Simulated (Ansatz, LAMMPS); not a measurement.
**Elastic response of rapidly quenched Mg20Al20Si59 (at. %) (108 atoms)**

How stiff is rapidly quenched Mg20Al20Si59 (at. %) (108 atoms)?

Calculated with Ansatz 0.2.0; Kohn-Sham DFT, PBE, PAW (set soft_1), plane waves; PAW set soft_1.

### Step 1. Set-up

The cell holds 108 atoms: 22 Mg, 22 Al and 64 Si. Its edges and angles: a = 12.854 Å, b = 12.854 Å, c = 12.854 Å, α = 90.0°, β = 90.0°, γ = 90.0°. 108 atoms (22 Mg, 22 Al, 64 Si) placed at random at 2.21 g/cm³, melted at 2000 K for 10 ps at fixed volume with the MEAM Al-Si-Mg-Cu-Fe potential (Jelinek et al., Phys. Rev. B 85, 245102 (2012)). Quenched from 2000 K to 300 K at 6 K/ps and zero pressure, held 5 ps, then minimised at fixed cell.

Limits known from the start: The quench rate of 6 K/ps far exceeds what a furnace or splat quench reaches, so expect more defects and frozen-in strain than in a real sample. The starting topology of bonds comes from the classical model, and needn't be the one that DFT or experiment would give. The Brillouin zone is sampled at Γ only.

### Step 2. Single point at the start

A single point comes first, to see the forces before anything moves.

Contents of input.yaml:

```yaml
crystal:
  lattice:
    - [12.85406, 0.0, 0.0]
    - [0.0, 12.85406, 0.0]
    - [0.0, 0.0, 12.85406]
  atoms:
    - { symbol: Mg, position: [0.06413, 0.63575, 0.50205] }
    - { symbol: Mg, position: [0.2245, 0.3458, 0.30886] }
    - { symbol: Mg, position: [0.45974, 0.73896, 0.9812] }
    - { symbol: Mg, position: [0.68778, 0.36241, 0.96866] }
    - { symbol: Mg, position: [0.62389, 0.60436, 0.7774] }
    - { symbol: Mg, position: [0.66575, 0.25619, 0.31095] }
    - { symbol: Mg, position: [0.86531, 0.34391, 0.64332] }
    - { symbol: Mg, position: [0.49673, 0.46537, 0.56239] }
    - { symbol: Mg, position: [0.5745, 0.21642, 0.74478] }
    - { symbol: Mg, position: [0.52514, 0.54651, 0.26151] }
    - { symbol: Mg, position: [0.72245, 0.80806, 0.41789] }
    - { symbol: Mg, position: [0.96327, 0.62662, 0.87134] }
    - { symbol: Mg, position: [0.90038, 0.53347, 0.23505] }
    - { symbol: Mg, position: [0.37191, 0.91971, 0.34482] }
    - { symbol: Mg, position: [0.24458, 0.72209, 0.64546] }
    - { symbol: Mg, position: [0.89012, 0.96638, 0.47226] }
    - { symbol: Mg, position: [0.93154, 0.26177, 0.01102] }
    - { symbol: Mg, position: [0.715, 0.7666, 0.09147] }
    - { symbol: Mg, position: [0.61374, 0.78453, 0.62667] }
    - { symbol: Mg, position: [0.17885, 0.7302, 0.19306] }
    - { symbol: Mg, position: [0.15151, 0.36685, 0.70923] }
    - { symbol: Mg, position: [0.57851, 0.1112, 0.51344] }
    - { symbol: Al, position: [0.86068, 0.12064, 0.28605] }
    - { symbol: Al, position: [0.10544, 0.11825, 0.08277] }
    - { symbol: Al, position: [0.29242, 0.16498, 0.93023] }
    - { symbol: Al, position: [0.61841, 0.99305, 0.01096] }
    - { symbol: Al, position: [0.01226, 0.77363, 0.69008] }
    - { symbol: Al, position: [0.66596, 0.99337, 0.71512] }
    - { symbol: Al, position: [0.91965, 0.07389, 0.87748] }
    - { symbol: Al, position: [0.1879, 0.97977, 0.22973] }
    - { symbol: Al, position: [0.84859, 0.9443, 0.02693] }
    - { symbol: Al, position: [0.14043, 0.01351, 0.89512] }
    - { symbol: Al, position: [0.45978, 0.29583, 0.93545] }
    - { symbol: Al, position: [0.7192, 0.47146, 0.38433] }
    - { symbol: Al, position: [0.82548, 0.91802, 0.23779] }
    - { symbol: Al, position: [0.35702, 0.95291, 0.90738] }
    - { symbol: Al, position: [0.63661, 0.83554, 0.85712] }
    - { symbol: Al, position: [0.21781, 0.92629, 0.72222] }
    - { symbol: Al, position: [0.16675, 0.13621, 0.71649] }
    - { symbol: Al, position: [0.37949, 0.08381, 0.72017] }
    - { symbol: Al, position: [0.59351, 0.18702, 0.10459] }
    - { symbol: Al, position: [0.87353, 0.95137, 0.69432] }
    - { symbol: Al, position: [0.43998, 0.93869, 0.11667] }
    - { symbol: Al, position: [0.06928, 0.89517, 0.06176] }
    - { symbol: Si, position: [0.23488, 0.67225, 0.96106] }
    - { symbol: Si, position: [0.44254, 0.66841, 0.60462] }
    - { symbol: Si, position: [0.10752, 0.07664, 0.4139] }
    - { symbol: Si, position: [0.45735, 0.10896, 0.99806] }
    - { symbol: Si, position: [0.00967, 0.15833, 0.57218] }
    - { symbol: Si, position: [0.50459, 0.5111, 0.95678] }
    - { symbol: Si, position: [0.40904, 0.41588, 0.10432] }
    - { symbol: Si, position: [0.99059, 0.24057, 0.79059] }
    - { symbol: Si, position: [0.90769, 0.48141, 0.47069] }
    - { symbol: Si, position: [0.27939, 0.02756, 0.5346] }
    - { symbol: Si, position: [0.28169, 0.50082, 0.60344] }
    - { symbol: Si, position: [0.32566, 0.44871, 0.84976] }
    - { symbol: Si, position: [0.87035, 0.32505, 0.23972] }
    - { symbol: Si, position: [0.41365, 0.73404, 0.19943] }
    - { symbol: Si, position: [0.04991, 0.59947, 0.07055] }
    - { symbol: Si, position: [0.71424, 0.65751, 0.26323] }
    - { symbol: Si, position: [0.51418, 0.97458, 0.80862] }
    - { symbol: Si, position: [0.65883, 0.32324, 0.5426] }
    - { symbol: Si, position: [0.40136, 0.23732, 0.45361] }
    - { symbol: Si, position: [0.10911, 0.54253, 0.30708] }
    - { symbol: Si, position: [0.3634, 0.29829, 0.64725] }
    - { symbol: Si, position: [0.05925, 0.42023, 0.91731] }
    - { symbol: Si, position: [0.25396, 0.27523, 0.09843] }
    - { symbol: Si, position: [0.22567, 0.48184, 0.02422] }
    - { symbol: Si, position: [0.81483, 0.75565, 0.74439] }
    - { symbol: Si, position: [0.42768, 0.70291, 0.41357] }
    - { symbol: Si, position: [0.42926, 0.25607, 0.23887] }
    - { symbol: Si, position: [0.11431, 0.80164, 0.88033] }
    - { symbol: Si, position: [0.52582, 0.90674, 0.47132] }
    - { symbol: Si, position: [0.26486, 0.97414, 0.06553] }
    - { symbol: Si, position: [0.2824, 0.57196, 0.42019] }
    - { symbol: Si, position: [0.69873, 0.5788, 0.99578] }
    - { symbol: Si, position: [0.9461, 0.75296, 0.1712] }
    - { symbol: Si, position: [0.76738, 0.96876, 0.86606] }
    [... 24 atom lines left out ...]
    - { symbol: Si, position: [0.70254, 0.44755, 0.16277] }
    - { symbol: Si, position: [0.51483, 0.42344, 0.77226] }
    - { symbol: Si, position: [0.30207, 0.54711, 0.21099] }
    - { symbol: Si, position: [0.87473, 0.48387, 0.01359] }
    - { symbol: Si, position: [0.37651, 0.6312, 0.80496] }
    - { symbol: Si, position: [0.83984, 0.6687, 0.56925] }
kpoints:
  mp_grid: { grid: [1, 1, 1] }
hamiltonian:
  xc: pbe
  pseudopotentials: { kind: paw, azcp: { folder: soft_1 } }
scf:
  occupations: { method: fermi_dirac, width: 0.025 }
output:
  forces: true
```

Launch:

```sh
$ ansatz run input.yaml --threads 4 --pin off --max-ram 8192MiB --backend cpu --events-out ev --progress --plain --runs-dir out
```

The log of the run:

```text
[...]
Pseudopotentials: kind: paw
Pseudopotential: Mg, paw, valence charge 10, recommended cutoff 420 eV (normal), soft_1/Mg.paw.azcp
Pseudopotential: Al, paw, valence charge 3, recommended cutoff 420 eV (normal), soft_1/Al.paw.azcp
Pseudopotential: Si, paw, valence charge 4, recommended cutoff 420 eV (normal), soft_1/Si.paw.azcp
[...]
Crystal: 108 atoms, lattice volume = 2123.836 Å³
Basis set: ecut = 420 eV, 41755 PW (Γ), exchange–correlation on 180×180×180 points (8 copies of the dense FFT grid, shifted against one another)
Bands: 379, of which v1, the nominal top of the filled ones, is band 271 counted from 1 (270 counted from 0)
Symmetry: 1 space group operations
Space group: P1 (ITA 1), of the structure as read, at distance tolerance 1.3e-4 Å
k-points: 1
[...]
Initial density: superposition of atomic densities (chi_scale 0.1, normalization cell, long waves kept (reshape's long-wave potential 0.45 eV rms))
Initial wavefunctions: pseudopotential atomic-orbital guess
[...]
SCF iter   1: F=—  HF=-94810.850604 eV  |F-HF|=—  |Δ(HF+E_count)|=         —  Δρ=2.84e-2  dr2=1.64e2  ethr=3.10e-3  ⟨swp⟩=6.0  Hψ=1653  notcnv=0  defer=52
preconditioner: auto → Kerker (q_TF=auto, 2.173 Å⁻¹)  [metal: Δε(μ)=0.032 eV  Ē_g=6.701 eV  σ=0.025 eV  W_gap=0.31  n_scr=364 (ndim 8)  ℏωp=15.4 eV  f_vac=0.000  D(μ)=65.51/eV (n_scr^D=460)]
[...]
SCF iter  10: F=—  HF=-94798.842866 eV  |F-HF|=—  |Δ(HF+E_count)|=   9.44e-8  Δρ=2.68e-6  dr2=5.28e-7  ethr=8.12e-10  ⟨swp⟩=2.0  Hψ=567  notcnv=0  defer=80
SCF iter  11: F=-94798.842866 eV  HF=-94798.842866 eV  |F-HF|=2.94e-8  |Δ(HF+E_count)|=   1.52e-8  Δρ=9.71e-7  dr2=7.17e-8  ethr=1.85e-11  ⟨swp⟩=4.0  Hψ=1038  notcnv=0
SCF 1 converged in 11 iterations: F = -94798.842866 eV  dr2 = 7.17e-8
[...]
SCF converged after 11 iterations
Free energy (F): -94798.842866 eV
Harris-Foulkes:  -94798.842866 eV  (|F-HF|=2.94e-8)
Internal energy: -94798.718915 eV  (E = F + TS)
E sigma→0 (E₀):  -94798.780891 eV
Entropy (-TS):   -0.123951 eV (-1.148 meV/atom)
Fermi energy:    6.631598 eV
--- Per-component energies (eV) ---
[...]
Σ components = -94798.842866   (vs F -94798.842866, Δ=0.00e0)
--- Forces (eV/Å), atoms counted from 1 ---
  atom   1  Mg     0.15615002     0.42141910    -0.10130031
  atom   2  Mg    -0.38130489    -0.02582445     0.14827732
  atom   3  Mg    -0.07560538    -0.16998705     0.00062904
  atom   4  Mg    -0.01690824    -0.16534421    -0.37492782
[...]
atom 108  Si     0.41984175     0.16004814     0.11004283
  max |Σ_I F_I| component: 3.29e-5 eV/Å
```

Run time: 34 s. Hardware: 4 threads of Arm Neoverse N1, shared host; peak memory 2.4 GiB; 2.2 min of CPU time.

The r.m.s. force at the start is 0.49 eV/Å.

### Step 3. Cell and atoms relaxed

The cell is relaxed with the atoms, since the starting lattice needn't suit this functional.

Contents of input.yaml:

```yaml
crystal:
  lattice:
    - [12.85406, 0.0, 0.0]
    - [0.0, 12.85406, 0.0]
    - [0.0, 0.0, 12.85406]
  atoms:
    [... the 108 atom lines of step 2 ...]
kpoints:
  mp_grid: { grid: [1, 1, 1] }
hamiltonian:
  xc: pbe
  pseudopotentials: { kind: paw, azcp: { folder: soft_1 } }
scf:
  occupations: { method: fermi_dirac, width: 0.025 }
output:
  forces: true
relax:
  f_tol: 0.05
  max_steps: 150
  cell: {}
```

The log of the run:

```text
[...]
Pseudopotentials: kind: paw
Pseudopotential: Mg, paw, valence charge 10, recommended cutoff 420 eV (normal), soft_1/Mg.paw.azcp
Pseudopotential: Al, paw, valence charge 3, recommended cutoff 420 eV (normal), soft_1/Al.paw.azcp
Pseudopotential: Si, paw, valence charge 4, recommended cutoff 420 eV (normal), soft_1/Si.paw.azcp
[... 5 lines on functional and potentials left out ...]
Crystal: 108 atoms, lattice volume = 2123.836 Å³
Basis set: ecut = 420 eV, 41755 PW (Γ), exchange–correlation on 180×180×180 points (8 copies of the dense FFT grid, shifted against one another)
Bands: 379, of which v1, the nominal top of the filled ones, is band 271 counted from 1 (270 counted from 0)
Symmetry: 1 space group operations
Space group: P1 (ITA 1), of the structure as read, at distance tolerance 1.3e-4 Å
k-points: 1
[... 7 lines on functional and potentials left out ...]
Initial density: superposition of atomic densities (chi_scale 0.1, normalization cell, long waves kept (reshape's long-wave potential 0.45 eV rms))
Initial wavefunctions: pseudopotential atomic-orbital guess
[...]
SCF iter   1: F=—  HF=-94810.850608 eV  |F-HF|=—  |Δ(HF+E_count)|=         —  Δρ=2.84e-2  dr2=1.64e2  ethr=3.10e-3  ⟨swp⟩=6.0  Hψ=1653  notcnv=0  defer=52
preconditioner: auto → Kerker (q_TF=auto, 2.173 Å⁻¹)  [metal: Δε(μ)=0.032 eV  Ē_g=6.701 eV  σ=0.025 eV  W_gap=0.31  n_scr=364 (ndim 8)  ℏωp=15.4 eV  f_vac=0.000  D(μ)=65.51/eV (n_scr^D=460)]
[...]
SCF iter  10: F=—  HF=-94798.842866 eV  |F-HF|=—  |Δ(HF+E_count)|=   9.46e-8  Δρ=2.68e-6  dr2=5.29e-7  ethr=8.12e-10  ⟨swp⟩=2.0  Hψ=567  notcnv=0  defer=80
SCF iter  11: F=-94798.842866 eV  HF=-94798.842866 eV  |F-HF|=2.96e-8  |Δ(HF+E_count)|=   1.53e-8  Δρ=9.72e-7  dr2=7.18e-8  ethr=1.85e-11  ⟨swp⟩=4.0  Hψ=1038  notcnv=0
SCF 1 converged in 11 iterations: F = -94798.842866 eV  dr2 = 7.18e-8
[...]
relax step   1: F+E_penalty+E_count = -94798.84286585 eV  Δ(F+E_penalty+E_count) = +0.000e0 eV  max|allowed force component| = 3.088e0 eV/Å  Δτ_max = 0.0000 Å  P = -3.379 GPa  Ω = 2123.836 Å³  (11 SCF iters, dr2 threshold 1.00e-7 eV, accepted)
[... from here on, the SCF cycles and remarks between the steps are left out, and one step in 5 is shown ...]
relax step   2: F+E_penalty+E_count = -94805.78559322 eV  Δ(F+E_penalty+E_count) = -6.943e0 eV  max|allowed force component| = 1.380e0 eV/Å  Δτ_max = 0.1948 Å  P = +0.208 GPa  Ω = 1958.935 Å³  energy of the carried Pulay correction = +8.986e-3 eV  (7 SCF iters, dr2 threshold 1.08e-5 eV, accepted)
[...]
relax step  35: F+E_penalty+E_count = -94823.23314782 eV  Δ(F+E_penalty+E_count) = -6.865e-2 eV  max|allowed force component| = 6.776e-2 eV/Å  Δτ_max = 0.0747 Å  P = -0.056 GPa  Ω = 1938.018 Å³  energy of the carried Pulay correction = +1.018e-2 eV  (13 SCF iters, accepted)
relax step  40: F+E_penalty+E_count = -94823.55991874 eV  Δ(F+E_penalty+E_count) = -1.489e-1 eV  max|allowed force component| = 2.733e-1 eV/Å  Δτ_max = 0.1982 Å  P = +0.036 GPa  Ω = 1941.467 Å³  energy of the carried Pulay correction = +9.981e-3 eV  (8 SCF iters, dr2 threshold 1.47e-6 eV, accepted)
[...]
relax step  65: F+E_penalty+E_count = -94824.77736571 eV  Δ(F+E_penalty+E_count) = -1.095e-2 eV  max|allowed force component| = 5.039e-2 eV/Å  Δτ_max = 0.0351 Å  P = -0.001 GPa  Ω = 1953.068 Å³  energy of the carried Pulay correction = +9.320e-3 eV  (8 SCF iters, dr2 threshold 3.73e-7 eV, accepted)
relax step  70: F+E_penalty+E_count = -94824.83056234 eV  Δ(F+E_penalty+E_count) = -1.496e-2 eV  max|allowed force component| = 4.810e-2 eV/Å  Δτ_max = 0.0949 Å  P = +0.006 GPa  Ω = 1959.564 Å³  energy of the carried Pulay correction = +8.951e-3 eV  (8 SCF iters, dr2 threshold 1.83e-7 eV, accepted)
relax step  75: F+E_penalty+E_count = -94824.91260164 eV  Δ(F+E_penalty+E_count) = -3.335e-2 eV  max|allowed force component| = 4.296e-2 eV/Å  Δτ_max = 0.0658 Å  P = +0.004 GPa  Ω = 1960.505 Å³  energy of the carried Pulay correction = +8.897e-3 eV  (8 SCF iters, dr2 threshold 1.96e-6 eV, accepted)
relax step  78: F+E_penalty+E_count = -94824.96388691 eV  Δ(F+E_penalty+E_count) = -1.587e-2 eV  max|allowed force component| = 5.483e-2 eV/Å  Δτ_max = 0.0594 Å  P = -0.003 GPa  Ω = 1960.441 Å³  energy of the carried Pulay correction = +8.901e-3 eV  (8 SCF iters, dr2 threshold 6.78e-7 eV, accepted)
[...]
Step cancelled. What follows is not a result of the run: it is the report of the last solve that finished, which converged after 8 SCF iterations.
Free energy (F): -94824.963887 eV
Harris-Foulkes:  -94824.963887 eV  (|F-HF|=5.19e-8)
Internal energy: -94824.961143 eV  (E = F + TS)
E sigma→0 (E₀):  -94824.962515 eV
Entropy (-TS):   -0.002744 eV (-0.025 meV/atom)
Fermi energy:    7.506250 eV
--- Per-component energies (eV) ---
[...]
Σ components = -94824.963887   (vs F -94824.963887, Δ=0.00e0)
--- Forces (eV/Å), atoms counted from 1 ---
  atom   1  Mg    -0.00461516     0.01087867     0.01023167
  atom   2  Mg     0.00388575     0.00407521     0.01217408
  atom   3  Mg     0.00069951     0.00015684     0.00037252
  atom   4  Mg    -0.00019581    -0.00439554     0.00864858
[...]
atom 108  Si     0.00244609     0.00355430    -0.03420233
  max |Σ_I F_I| component: 5.98e-5 eV/Å
--- Stress (GPa, compression-positive) ---
       -0.026935      -0.018088       0.002371
       -0.018088      -0.011844       0.001933
        0.002371       0.001933       0.001224
  P = ⅓ Tr σ = -0.0125 GPa (-0.125 kbar)
--- Band table (eV) ---
  k-point 0: bands = ["-69.0247", "-68.8999", "-68.8363", "-68.8103", [... 363 levels ...], "11.3417", "11.3774", "11.4096", "11.4436", "11.4944", "11.5465", "11.5917", "11.6126", "11.6479", "11.6915", "11.7309", "11.7519"]
End of that report.
Error: SIGTERM received: cancelled by the caller after 4 completed SCF iterations
```

The job ended after 43 min (4 threads; peak memory 2.6 GiB).

The relaxation was stopped at its limit after 78 steps, with a largest force component of 0.055 eV/Å.

### Step 4. Single point at the relaxed geometry

One more single point at the end of the walk gives the fuller output and checks the residual forces.

Contents of input.yaml:

```yaml
crystal:
  lattice:
    - [12.74886, -0.52259, 0.24847]
    - [-0.52259, 12.46679, -0.04085]
    - [0.24847, -0.04085, 12.36082]
  atoms:
    - { symbol: Mg, position: [0.1072, 0.6426, 0.5051] }
    - { symbol: Mg, position: [0.18952, 0.32109, 0.19444] }
    - { symbol: Mg, position: [0.46494, 0.6817, 0.07749] }
    - { symbol: Mg, position: [0.67034, 0.34188, 0.88981] }
    - { symbol: Mg, position: [0.60849, 0.53992, 0.74327] }
    - { symbol: Mg, position: [0.59766, 0.28929, 0.23227] }
    [... 96 atom lines left out ...]
    - { symbol: Si, position: [0.7245, 0.41303, 0.10111] }
    - { symbol: Si, position: [0.47269, 0.32872, 0.77955] }
    - { symbol: Si, position: [0.3047, 0.53293, 0.15093] }
    - { symbol: Si, position: [0.86626, 0.49145, 0.994] }
    - { symbol: Si, position: [0.40831, 0.6382, 0.85058] }
    - { symbol: Si, position: [0.83676, 0.76659, 0.57143] }
kpoints:
  mp_grid: { grid: [1, 1, 1] }
hamiltonian:
  xc: pbe
  pseudopotentials: { kind: paw, azcp: { folder: soft_1 } }
scf:
  occupations: { method: fermi_dirac, width: 0.025 }
output:
  forces: true
  stress: true
  populations: true
  dos:
    method: { smearing: { sigma: 0.08 } }
    de: 0.1
    projected: { site_lists: { Al: [Al], Mg: [Mg], Si: [Si] } }
  eigenvalues: true
  write_density: true
  write_potential: true
  volumetric_format: npy
  elf: true
```

The log of the run:

```text
[...]
Crystal: 108 atoms, lattice volume = 1960.440 Å³
Basis set: ecut = 420 eV, 38331 PW (Γ), exchange–correlation on 180×180×180 points (8 copies of the dense FFT grid, shifted against one another)
Bands: 379, of which v1, the nominal top of the filled ones, is band 271 counted from 1 (270 counted from 0)
Symmetry: 1 space group operations
[...]
k-points: 1
[...]
SCF iter   1: F=—  HF=-94834.589736 eV  |F-HF|=—  |Δ(HF+E_count)|=         —  Δρ=3.06e-2  dr2=9.82e1  ethr=3.10e-3  ⟨swp⟩=7.0  Hψ=1803  notcnv=0  defer=53
[...]
SCF iter  13: F=-94824.956051 eV  HF=-94824.956052 eV  |F-HF|=3.67e-8  |Δ(HF+E_count)|=   1.20e-8  Δρ=6.28e-7  dr2=4.92e-8  ethr=1.85e-11  ⟨swp⟩=18.0  Hψ=3214  notcnv=0
SCF 1 converged in 13 iterations: F = -94824.956051 eV  dr2 = 4.92e-8
[...]
SCF converged after 13 iterations
Free energy (F): -94824.956051 eV
[...]
Internal energy: -94824.953308 eV  (E = F + TS)
E sigma→0 (E₀):  -94824.954680 eV
Entropy (-TS):   -0.002743 eV (-0.025 meV/atom)
Fermi energy:    7.506278 eV
[...]
--- Forces (eV/Å), atoms counted from 1 ---
  atom   1  Mg    -0.00472878     0.01095186     0.01035020
  atom   2  Mg     0.00401022     0.00398711     0.01193400
  atom   3  Mg     0.00088502     0.00029205     0.00045248
  atom   4  Mg    -0.00020216    -0.00431715     0.00850438
  atom   5  Mg     0.00391995     0.00395106     0.00238703
  atom   6  Mg     0.00686731    -0.00099720     0.00640768
  atom   7  Mg     0.00695840     0.00006298     0.00119151
  atom   8  Mg    -0.01158447    -0.00705637     0.00173003
  atom   9  Mg     0.00381145     0.00193232    -0.00083008
  atom  10  Mg    -0.00041361     0.00107205    -0.00047617
  atom  11  Mg     0.00508792    -0.00044058     0.00263306
  atom  12  Mg    -0.00263133    -0.01935289     0.00617568
  atom  13  Mg    -0.00320253    -0.00369004     0.00110991
  atom  14  Mg    -0.00173828     0.00208031    -0.00281587
[...]
atom 107  Si    -0.00969462    -0.00228574     0.00328797
  atom 108  Si     0.00247211     0.00372171    -0.03407548
  max |Σ_I F_I| component: 8.16e-6 eV/Å
--- Stress (GPa, compression-positive) ---
       -0.016670      -0.019782       0.003167
       -0.019782      -0.002879       0.001756
        0.003167       0.001756       0.009850
  P = ⅓ Tr σ = -0.0032 GPa (-0.032 kbar)
--- Band table (eV) ---
[...]
--- Löwdin populations: 108 sites ---
  site symbol       q [e]
     0     Mg      8.6972
     1     Mg      8.5320
     2     Mg      8.6549
[...]
107     Si      4.3604
  spilling = 0.014085 (of n_electrons = 542.000000)
```

Run time: 63 s. Hardware: 4 threads; peak memory 2.4 GiB; 4 min of CPU time.

Read from the output:

```yaml
free_energy: -94824.9561 eV
free_energy_per_atom: -878.0089 eV/atom
scf_cycles: 13
pressure: -0.003233 GPa
r_m_s_force_component: 0.01095 eV/Å
longest_force: 0.06281 eV/Å
fermi_energy: 7.506 eV
spacing_of_highest_filled_and_lowest_empty_level: 0.2897 eV
spilling_of_the_projection: 0.01409
```

[end of part 1 of 2]

[Long decimals in the printed logs are rounded to 6 places.]

[Logs are printed without paths, hosts, clocks, repeated set-up lines and the standing remarks that a program may print on its own settings, such as how far it seeks lower states.]

[Hosts, paths, dates, database ids (printed as entryN), source tags and the programs' standing remarks are cut or masked in the printed files.]
